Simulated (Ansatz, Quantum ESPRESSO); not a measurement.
# Evanescent states of KF, rock salt type, lattice constant set to 5.42 Å, part 2 of 2

How good a tunnel barrier is KF, rock salt type, lattice constant set to 5.42 Å?

Quantum ESPRESSO 7.5; plane-wave DFT, PBE, GBRV ultrasoft pseudopotentials; cross-check by Ansatz 0.2.0 with PAW datasets.

So far. Step 2 (SCF with pw.x): The run needed 12 iterations to bring the estimated error under 1e-09 Ry.

The structure was built from a prototype and need not be the compound's stable phase.

### 5. Cross-check with Ansatz

A second code with its own PAW datasets, on the same atoms.

Level of this step: plane-wave DFT, PBE, Ansatz PAW (Ansatz 0.2.0).

Contents of input.yaml:

```yaml
crystal:
  lattice:
    - [3.832518754, 0.0, 0.0]
    - [0.0, 3.832518754, 0.0]
    - [0.0, 0.0, 5.42]
  atoms:
    - { symbol: K, position: [0.0, 0.0, 0.0] }
    - { symbol: F, position: [0.5, 0.5, 0.0] }
    - { symbol: K, position: [0.5, 0.5, 0.5] }
    - { symbol: F, position: [0.0, 0.0, 0.5] }
kpoints:
  mp_grid: { grid: [6, 6, 6] }
hamiltonian:
  xc: pbe
scf:
  occupations: { method: fixed }
  convergence: { dr2_threshold: 1.0e-09 }
output:
  transmission:
    leads: [[0, 0]]
    kpoints: [[0, 0], [0.5, 0], [0.5, 0.5], [0.25, 0]]
    e_range: [-1.96, 8.96]
    de: 0.28
```

Started as:

```bash
> ansatz run input.yaml --threads 2 --pin off --max-ram 4096MiB --backend cpu --events-out ev --progress --plain --runs-dir out
```

Wall time 21 s (2 threads of Arm Neoverse V2, shared host); peak memory 0.39 GiB; 27 s of CPU time.

This step gave:

```
free energy                                      : -4697.6061 eV
gap by band count                                : 5.963 eV
symmetry operations                              : 32
slowest decay at the grid energy nearest mid-gap : 0.4732 Å⁻¹
peak of the smallest κ at the zone centre        : 0.4772 Å⁻¹
peak of the smallest κ at (1/2, 1/2)             : 0.6255 Å⁻¹
valence top, on the run's zero                   : 1.175 eV
```

K across = (0, 0) in the cell's reciprocal vectors; values within 0.0025 1/Å of each other count once, columns are sorted by size at each energy, a dash where no further value was kept. Im kz of the slowest decaying states against energy, zero at the highest filled level of the SCF mesh:

```
energy (eV)  decay 1 (Å⁻¹)  decay 2 (Å⁻¹)  decay 3 (Å⁻¹)
      -1.96          0.577           1.20              -
      -1.40          0.495           1.12              -
      -0.84          0.354           1.01              -
      -0.28          0.764              -              -
       0.00         0.0245         0.0772          0.309
       0.56          0.337          0.481          0.791
       1.12          0.417          0.562          0.886
       1.68          0.456          0.613          0.926
       2.24          0.474          0.648          0.943
       2.80          0.477          0.672          0.947
       3.36          0.466          0.688          0.942
       3.64          0.456          0.694          0.937
       4.20          0.423          0.702          0.922
       4.76          0.371          0.705          0.902
       5.32          0.287          0.704          0.876
       5.88          0.108          0.700          0.846
       6.44          0.691          0.744          0.810
       7.00          0.617          0.678          0.768
       7.28          0.540          0.671          0.744
       7.84          0.334          0.651          0.691
       8.40          0.627          0.797           1.22
       8.96          0.551          0.596          0.750
```

K across = (0, 0) in the cell's reciprocal vectors. Table of Re kz of states that move upwards by energy, zero at the highest filled level of the SCF mesh:

```
energy (eV)  channel 1 (Å⁻¹)  channel 2 (Å⁻¹)
      -1.96                -                -
      -1.40                -                -
      -0.84                -                -
      -0.28           -0.337           -0.169
       0.00                -                -
       0.56                -                -
       1.12                -                -
       1.68                -                -
       2.24                -                -
       2.80                -                -
       3.36                -                -
       3.64                -                -
       4.20                -                -
       4.76                -                -
       5.32                -                -
       5.88                -                -
       6.44            0.274                -
       7.00            0.422                -
       7.28            0.486                -
       7.84           -0.555                -
       8.40           -0.443            0.279
       8.96           -0.333            0.529
```

K across = (1/2, 0) in the cell's reciprocal vectors; values within 0.0025 1/Å of each other count once, columns are sorted by size at each energy, a dash where no further value was kept. Table of Im kz of the slowest decaying states by energy, zero at the highest filled level of the SCF mesh:

```
energy (eV)  decay 1 (Å⁻¹)  decay 2 (Å⁻¹)  decay 3 (Å⁻¹)
      -1.96          0.554           1.05           1.13
      -1.68          0.513           1.00           1.09
      -1.40          0.459          0.948           1.04
      -1.12          0.381          0.875          0.975
      -0.84          0.224          0.768              -
      -0.56          0.138          0.563              -
      -0.28          0.300          0.608              -
       0.00          0.248          0.756              -
       0.28          0.373          0.838          0.865
       0.56          0.438          0.886          0.927
       1.12          0.514          0.944          0.997
       1.40          0.539          0.962           1.02
       1.68          0.559          0.975           1.03
       1.96          0.575          0.985           1.05
       2.24          0.588          0.993           1.06
       2.52          0.598          0.998           1.06
       2.80          0.606           1.00           1.07
       3.08          0.612           1.00           1.07
       3.36          0.616           1.00           1.07
       3.64          0.619           1.00           1.07
       3.92          0.620          0.999           1.07
       4.20          0.620          0.996           1.07
       4.48          0.619          0.993           1.06
       4.76          0.616          0.988           1.06
       5.04          0.611          0.983           1.05
       5.32          0.606          0.978           1.05
       5.60          0.599          0.973           1.04
       5.88          0.590          0.968           1.03
       6.44          0.568          0.963           1.02
       6.72          0.554          0.966           1.01
       7.00          0.538          0.982          0.996
       7.28          0.519          0.985           1.04
       7.56          0.497          0.974           1.00
       7.84          0.470          0.962              -
       8.12          0.436          0.917          0.951
       8.40          0.391          0.861              -
       8.68          0.313          0.779              -
       8.96          0.329          0.916          0.926
```

K across = (1/2, 1/2) in the cell's reciprocal vectors; values within 0.0025 1/Å of each other count once, columns are sorted by size at each energy, a dash where no further value was kept. Im kz of the slowest decaying states against energy, zero at the highest filled level of the SCF mesh:

```
energy (eV)  decay 1 (Å⁻¹)  decay 2 (Å⁻¹)  decay 3 (Å⁻¹)
      -1.96          0.593           1.16              -
      -1.40          0.517           1.07              -
      -0.84          0.390          0.939              -
      -0.28          0.574              -              -
       0.00          0.162          0.323          0.930
       0.56          0.412          0.680           1.11
       1.12          0.501          0.761           1.19
       1.68          0.552          0.792           1.24
       2.24          0.585          0.800           1.28
       2.80          0.606          0.795           1.30
       3.36          0.619          0.780           1.32
       3.64          0.622          0.769           1.32
       4.20          0.626          0.742           1.33
       4.76          0.623          0.707           1.34
       5.32          0.616          0.663           1.34
       5.88          0.603          0.610           1.34
       6.44          0.544          0.585           1.34
       7.00          0.459          0.561           1.34
       7.28          0.406          0.546           1.34
       7.84          0.255          0.510           1.32
       8.40          0.462           1.25           1.36
       8.96          0.396           1.19           1.42
```

K across = (1/4, 0) in the cell's reciprocal vectors; values within 0.0025 1/Å of each other count once, columns are sorted by size at each energy, a dash where no further value was kept. Im kz of the slowest decaying states against energy, zero at the highest filled level of the SCF mesh:

```
energy (eV)  decay 1 (Å⁻¹)  decay 2 (Å⁻¹)  decay 3 (Å⁻¹)
      -1.96          0.567           1.12           1.17
      -1.68          0.529           1.08           1.13
      -1.40          0.481           1.03           1.08
      -1.12          0.417          0.969           1.02
      -0.84          0.320          0.887          0.950
      -0.56         0.0242          0.758          0.839
      -0.28          0.209          0.217          0.344
       0.00          0.133          0.314          0.586
       0.28          0.307          0.414          0.767
       0.56          0.379          0.475          0.834
       1.12          0.456          0.552          0.900
       1.40          0.480          0.579          0.919
       1.68          0.498          0.600          0.932
       1.96          0.511          0.618          0.941
       2.24          0.520          0.633          0.946
       2.52          0.527          0.645          0.949
       2.80          0.530          0.655          0.950
       3.08          0.531          0.664          0.948
       3.36          0.530          0.670          0.945
       3.64          0.526          0.676          0.941
       3.92          0.520          0.679          0.935
       4.20          0.512          0.682          0.928
       4.48          0.500          0.684          0.920
       4.76          0.486          0.684          0.910
       5.04          0.468          0.684          0.899
       5.32          0.446          0.682          0.888
       5.60          0.419          0.679          0.875
       5.88          0.386          0.676          0.860
       6.44          0.288          0.665          0.827
       6.72          0.206          0.658          0.809
       7.00          0.649          0.788          0.830
       7.28          0.637          0.765          0.805
       7.56          0.622          0.739          0.747
       7.84          0.595          0.689          0.710
       8.12          0.539          0.646          0.678
       8.40          0.443          0.620          0.641
       8.68          0.288          0.599          0.684
       8.96          0.551          0.581          0.652
```

### 6. The arithmetic

T falls as exp(−2κd). With κ = 0.474 1/Å, 10 Å of barrier pass exp(−2 × 0.474 × 10) = 7.6e-5 of that channel, interfaces aside.

### 7. Outcome

```
gap on the SCF mesh                                                  : 5.96 eV
smallest κ at mid-gap among the four k points, at the zone centre    : 0.474 Å⁻¹
peak of the smallest κ in the stop band at the zone centre           : 0.477 Å⁻¹
peak of the smallest κ in the stop band at (1/2, 1/2)                : 0.625 Å⁻¹
energy of the peak at the zone centre, over the highest filled level : 2.52 eV
peak at the zone centre by Ansatz                                    : 0.477 Å⁻¹
```

**Reading.** With a gap of 5.96 eV on the mesh, the smallest κ at mid-gap among the four k points, at the zone centre is 0.474 Å⁻¹ (PBE, GBRV ultrasoft). For a barrier with the Fermi level at mid-gap the slowest state found, at the zone centre, loses a factor of ten in probability every 2.4 Å or so. Stop bands away from the zone centre are mostly wider than the gap, so their peaks can lie above the conduction bottom. At the zone centre pwcond's peak is 0.477 and Ansatz's 0.477 1/Å, 0 % apart. The cell is the a/√2 one, turned by 45°, with two primitive cells, so X along [001] folds onto kz = 0. A semilocal gap is too small, often by a third to a half and by more in narrow-gap crystals, so real barriers decay faster.

[Logs are printed without paths, hosts, clocks, repeated set-up lines and the standing remarks that a program may print on its own settings, such as how far it seeks lower states.]

[Hosts, paths, dates, database ids (printed as entryN), source tags and the programs' standing remarks are cut or masked in the printed files.]

[Maps of the electrostatic potential energy from Ansatz leave out the sawtooth potential of an applied field or a dipole correction, so their vacuum need not be flat; planar profiles and work functions include it.]
